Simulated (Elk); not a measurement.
# E(q) of AlFe, part 2 of 2

Wanted: E(q) for AlFe and its minimum.

Elk 11.2.3 (patched build); LDA (Perdew-Wang); all-electron APW+lo, Dirac cores, scalar-relativistic bands.

So far. Step 2 (Reference state): After 22 cycles the largest moment stands at 0.711 μB.

### 3. One pass at q = (0, 0.25, 0)

One diagonalisation in the potential of q = 0; by the force theorem the spiral's energy is the band energy with the smearing's entropy term, less that of a like pass at q = 0. The total energy that such a pass prints is not self-consistent and is not used.

File elk.in:

```
tasks
  1

xctype
  3

rgkmax
  7.0

nempty
  14

swidth
  0.005

reducebf
  0.5

epsengy
  1e-06

maxscl
  1

lmaxi
  2

spinsprl
  .true.

spinpol
  .true.

vqlss
  0.000000 0.250000 0.000000

sppath
  './'

avec
  5.49910302266 0.00000000000 0.00000000000
  0.00000000000 5.49910302266 0.00000000000
  0.00000000000 0.00000000000 5.49910302266

atoms
  2
  'Al.in'
  1
  0.0000000000 0.0000000000 0.0000000000   0.000000 0.000000 0.000000
  'Fe.in'
  1
  0.5000000000 0.5000000000 0.5000000000   -0.000099 0.000000 -0.000099

ngridk
  8 8 8
```

Launch:

```
OMP_NUM_THREADS=2 elk
```

Numbers of over 12 decimals in the logs are rounded to 6 here.

Log:

```text
Warning(gndstate): core states of species 1 leak from the muffin-tin :   0.5100102827E-03

--- INFO.OUT ---
┌─────────────────────────┐
│ Elk code version 11.2.3 │
└─────────────────────────┘

All units are atomic (Hartree, Bohr, etc.)

┌──────────────────────────────────────────┐
│ Ground-state run resuming from STATE.OUT │
└──────────────────────────────────────────┘

Lattice vectors :
   5.499103023       0.000000000       0.000000000
   0.000000000       5.499103023       0.000000000
   0.000000000       0.000000000       5.499103023

Species : 1 (Al)
 muffin-tin radius :    2.200000000
 atomic positions (lattice), magnetic fields (Cartesian) :
  1 :   0.00000000  0.00000000  0.00000000    0.00000000  0.00000000  0.00000000

Species : 2 (Fe)
 muffin-tin radius :    2.400000000
 atomic positions (lattice), magnetic fields (Cartesian) :
  1 :   0.50000000  0.50000000  0.50000000    0.00000000  0.00000000  0.00000000

Total number of atoms per unit cell :    2
Total muffin-tin volume :    102.5080739
 ratio of muffin-tin to unit cell volume :   0.6164282097

Spin treatment :
 spin-polarised
 global magnetic field (Cartesian) :    0.000000000       0.000000000       0.000000000
 non-collinear magnetisation
 spin-spiral state assumed
  q-vector (lattice)   :    0.000000000      0.2500000000       0.000000000
  q-vector (Cartesian) :    0.000000000      0.2856459172       0.000000000
  q-vector length      :   0.2856459172

Number of Bravais lattice symmetries :    8
Number of crystal symmetries         :    8
Crystal has no inversion symmetry
Complex Hermitian eigensolver will be used

k-point grid :      8     8     8
k-point offset :    0.000000000       0.000000000       0.000000000
k-point set is reduced with full crystal symmetry group
Total number of k-points :      120

Muffin-tin radius times maximum |G+k| :    7.000000000
 using average radius
Maximum |G+k| for APW functions       :    3.043478261
Maximum (1/2)|G+k|²                   :    4.631379962
Maximum |G| for potential and density :    12.00000000
Constant for pseudocharge density :    7
 order of it for each species :   14  14
 order of it for pair densities of each species (exact exchange by exxq0 0: 14) :    8  11
Radial integration step length :    1

G-vector grid sizes :     24    24    24
Number of G-vectors :     4945

Maximum angular momentum used for
 APW functions            :    8
 outer part of muffin-tin :    6

Number of empty states         :     28
Total number of valence states :     82
Total number of core states    :     14

Third-order local-orbitals added for an l without core states : T
Total number of local-orbitals :     33

Exchange-correlation functional :      3     0     0
 Perdew-Wang/Ceperley-Alder, Phys. Rev. B 45, 13244 (1992)
 gradient requirement :    0
 local density approximation (LDA)

Smearing type :    3
 Fermi-Dirac
Smearing width :   0.5000000000E-02
Effective electronic temperature (K) :    1578.875124

Mixing type :    3
 Broyden mixing, J. Phys. A: Math. Gen. 17, L317 (1984)

Potential read in from STATE.OUT

┌──────────────────────────────┐
│ Self-consistent loop started │
└──────────────────────────────┘

┌─────────────────┐
│ Loop number : 1 │
└─────────────────┘

Reached self-consistent loops maximum

Energies :
 Fermi                       :     0.299183
 sum of occupied eigenvalues :     -862.93097110182
 electron kinetic            :      1529.1350115981
 core electron kinetic       :      1325.9455805663
 Coulomb                     :     -2970.2435653446
 Coulomb potential           :     -2297.6017706933
 nuclear-nuclear             :     -267.28223373280
 electron-nuclear            :     -3117.4647830431
 Hartree                     :      414.50345143132
 Madelung                    :     -1821.4426799979
 xc potential                :     -94.455080154135
 xc effective B-field        :    -0.91058282265099E-02
 external B-field            :      0.000000
 exchange                    :     -68.188453610137
 correlation                 :     -3.226181
 electron entropic           :    -0.54830211748101E-02
 total energy                :     -1512.5286708813
 (external B-field energy excluded from total)

Density of states at Fermi energy :    67.06567989
 (states/Hartree/unit cell)

Estimated indirect band gap :   0.7430095058E-04
 from k-point 23 to k-point 89
Estimated direct band gap   :   0.2566406676E-02
 at k-point 49

Charges :
 core                        :    14.00000000
 valence                     :    25.00000000
 interstitial                :    2.309386521
 muffin-tins (core leakage)
  species : 1 (Al)
   atom 1                    :    11.38791344     (  0.5100102827E-03)
  species : 2 (Fe)
   atom 1                    :    25.30270004     ( -0.3613843282E-05)
 total in muffin-tins        :    36.69061348
 total calculated charge     :    38.99948516
 total charge                :    39.00000000
 error                       :   0.5148375679E-03

Moments :
 interstitial                :  -0.9346525336E-02 -0.1134999017E-04 -0.6162814223E-02
 muffin-tins
  species : 1 (Al)
   atom 1                    :  -0.1267960878E-01 -0.2386314797E-04 -0.1645423481E-01
  species : 2 (Fe)
   atom 1                    :   0.4917990565      0.2022184167E-03  0.5108418894
 total in muffin-tins        :   0.4791194477      0.1783552687E-03  0.4943876546
 total moment                :   0.4697729224      0.1670052785E-03  0.4882248404

┌──────────────────────────────┐
│ Self-consistent loop stopped │
└──────────────────────────────┘

Warning : core states of species 1 leak from the muffin-tin :   0.5100102827E-03
```

The job ended after 12 s (2 threads of Intel Xeon Platinum 8488C (Sapphire Rapids), shared host; peak memory 0.12 GiB; 24 s of CPU time).

This step gave:

- magnetization: 0.4698, 0, 0.4882 μB
- final state: spiral
- largest moment: 0.7091 μB

Moments of a spiral are printed for the first cell, in the frame that turns with it; over the crystal the turning parts cancel.

By that sum this spiral lies +2.6 meV a seeded atom from q = 0.

### 4. One pass at q = (0, 0.5, 0)

elk.in: that of step 3 with these lines changed.

```diff
@@ -34,3 +34,3 @@
 vqlss
-  0.000000 0.250000 0.000000
+  0.000000 0.500000 0.000000
```

Launch:

```
OMP_NUM_THREADS=2 elk
```

Log:

```text
Warning(gndstate): core states of species 1 leak from the muffin-tin :   0.5100102827E-03

--- INFO.OUT ---
┌─────────────────────────┐
│ Elk code version 11.2.3 │
└─────────────────────────┘

All units are atomic (Hartree, Bohr, etc.)

┌──────────────────────────────────────────┐
│ Ground-state run resuming from STATE.OUT │
└──────────────────────────────────────────┘

Lattice vectors :
   5.499103023       0.000000000       0.000000000
   0.000000000       5.499103023       0.000000000
   0.000000000       0.000000000       5.499103023
[...]
Moments :
 interstitial                :  -0.8340772970E-02 -0.1790525933E-04 -0.5468379060E-02
 muffin-tins
  species : 1 (Al)
   atom 1                    :  -0.2115301346E-02 -0.2357309280E-04 -0.1617848356E-01
  species : 2 (Fe)
   atom 1                    :   0.4700781330      0.1968709129E-03  0.5193051220
 total in muffin-tins        :   0.4679628316      0.1732978201E-03  0.5031266384
 total moment                :   0.4596220587      0.1553925607E-03  0.4976582594

┌──────────────────────────────┐
│ Self-consistent loop stopped │
└──────────────────────────────┘

Warning : core states of species 1 leak from the muffin-tin :   0.5100102827E-03

[key lines of the parts left out:]
total energy                :     -1512.5285384421
```

Run time: 12 s. Hardware: 2 threads; peak memory 0.12 GiB; 23 s of CPU time.

This step gave:

| Quantity | Value |
| --- | --- |
| magnetization | 0.4596, 0, 0.4977 μB |
| final state | spiral |
| largest moment | 0.7005 μB |

By that sum this spiral lies +6.4 meV a seeded atom from q = 0.

### 5. An attempt with other settings

A slip in the input shows what the program catches and what it lets pass.

File elk.in:

```
tasks
  0

xctype
  3

rgkmax
  7.0

nempty
  14

swidth
  0.005

reducebf
  0.5

epsengy
  1e-06

maxscl
  100

lmaxi
  2

spinsprl
  .true.

spinpol
  .true.

vqlss
  0.500000 0.500000 0.000000

sppath
  './'

avec
  5.49910302266 0.00000000000 0.00000000000
  0.00000000000 5.49910302266 0.00000000000
  0.00000000000 0.00000000000 5.49910302266

atoms
  2
  'Al.in'
  1
  0.0000000000 0.0000000000 0.0000000000   0.000000 0.000000 0.000000
  'Fe.in'
  1
  0.5000000000 0.5000000000 0.5000000000   -0.098995 0.000000 -0.098995

ngridk
  0 0 0
```

Launch:

```
OMP_NUM_THREADS=2 elk
```

Log:

```text
┌─────────────────────────────────┐
│ Elk code version 11.2.3 started │
└─────────────────────────────────┘

Error(readinput): invalid ngridk : 0 0 0
```

The job ended after 0.01 s (2 threads; peak memory 0.05 GiB).

The program refused the input before any cycle.

The program's message: “Error(readinput): invalid ngridk : 0 0 0”

The fault put into the input: a mesh of zeros.

Each count of the mesh must be at least 1.

### 6. E(q)

Wavevectors, in fractions of the reciprocal vectors: (0, 0, 0); (0, 0.25, 0); (0, 0.5, 0); (0.25, 0.5, 0); (0.5, 0.5, 0); (0.25, 0.25, 0); (0, 0, 0); (0.25, 0.25, 0.25); (0.5, 0.5, 0.5). The path runs through Γ, X, M, Γ, R.

Table of energy less that at q = 0, frozen potential by path:

| path (Å⁻¹) | energy less that at q = 0, frozen potential (meV a seeded atom) |
| --- | --- |
| 0.00 | 0 |
| 0.54 | 2.59 |
| 1.08 | 6.41 |
| 1.62 | 7.43 |
| 2.16 | 8.69 |
| 2.92 | 4.57 |
| 3.69 | 0 |
| 4.62 | 7.10 |
| 5.56 | 18.8 |

Table of magnon energy 4 dE/(M sin²θ), frozen potential by path:

| path (Å⁻¹) | magnon energy 4 dE/(M sin²θ), frozen potential (meV) |
| --- | --- |
| 0.00 | 0 |
| 0.54 | 30.5 |
| 1.08 | 75.7 |
| 1.62 | 87.7 |
| 2.16 | 103 |
| 2.92 | 53.9 |
| 3.69 | 0 |
| 4.62 | 83.8 |
| 5.56 | 222 |

### 7. Outcome

| Quantity | Value |
| --- | --- |
| lowest point | (0, 0, 0), 0 meV a seeded atom (frozen potential) |
| highest point | (0.5, 0.5, 0.5), 18.8 meV a seeded atom |

No spiral on the path lies under the state at q = 0; the dearest costs 18.8 meV a seeded atom. The energies are those of a cone of 45°, about sin²θ = 0.50 of a flat spiral's. The magnon energies are adiabatic and undamped. The mesh is the same for all points and was not tested: differences of a few meV, and of some ten in a metal, can be noise.

[Logs and program files are shortened in this print: banners, set-up blocks, solver, clock and traceback lines can be left out without a mark of their own.]

[Logs are printed without paths, hosts, clocks, repeated set-up lines and the standing remarks that a program may print on its own settings, such as how far it seeks lower states.]

[Hosts, paths, dates, database ids (printed as entryN), source tags and the programs' standing remarks are cut or masked in the printed files.]

[Where a cell is said to come from a database of computed structures, the database is the Materials Project.]
